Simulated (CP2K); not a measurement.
Two runs for the S L₂,₃ edge of hydrogen sulfide monohydrate. Run A: CP2K XAS_TDP, all-electron GAPW, PBEh(45%), aug-cc-pVTZ, TDA, ZORA, spin–orbit coupling. Run B differs in one setting.

First lines with a strength over 0.0003. A:

```csv
atom,energy (eV),states,"strength, one atom"
"S1 (bonded to 2 H, gives 1 H bond)",162.24,1,0.0006
,162.42,1,0.0009
,162.56,1,0.0003
,162.60,1,0.0031
,162.89,1,0.0016
```

B:

```csv
atom,energy (eV),states,"strength, one atom"
"S1 (bonded to 2 H, gives 1 H bond)",158.93,1,0.0008
,158.96,1,0.0031
,159.12,1,0.0004
,159.16,1,0.0007
,159.30,1,0.0014
```

Q: Which was it: the functional, GW2X switched on, the basis?

The functional (functional from PBEh(45%) to PBE0; the lines alone don't name the new value). A functional moves all lines by electronvolts and changes their spacings and strengths. The lowest line over the strength cut lies at 158.93 eV, against 162.24 eV (PBEh(45%), aug-cc-pVTZ).

[Banner, clock and machine lines of the logs are left out without a mark of their own.]

[Logs are printed without paths, hosts, clocks, repeated set-up lines and the standing remarks that a program may print on its own settings, such as how far it seeks lower states.]

[Hosts, paths, dates, database ids (printed as entryN), source tags and the programs' standing remarks are cut or masked in the printed files.]
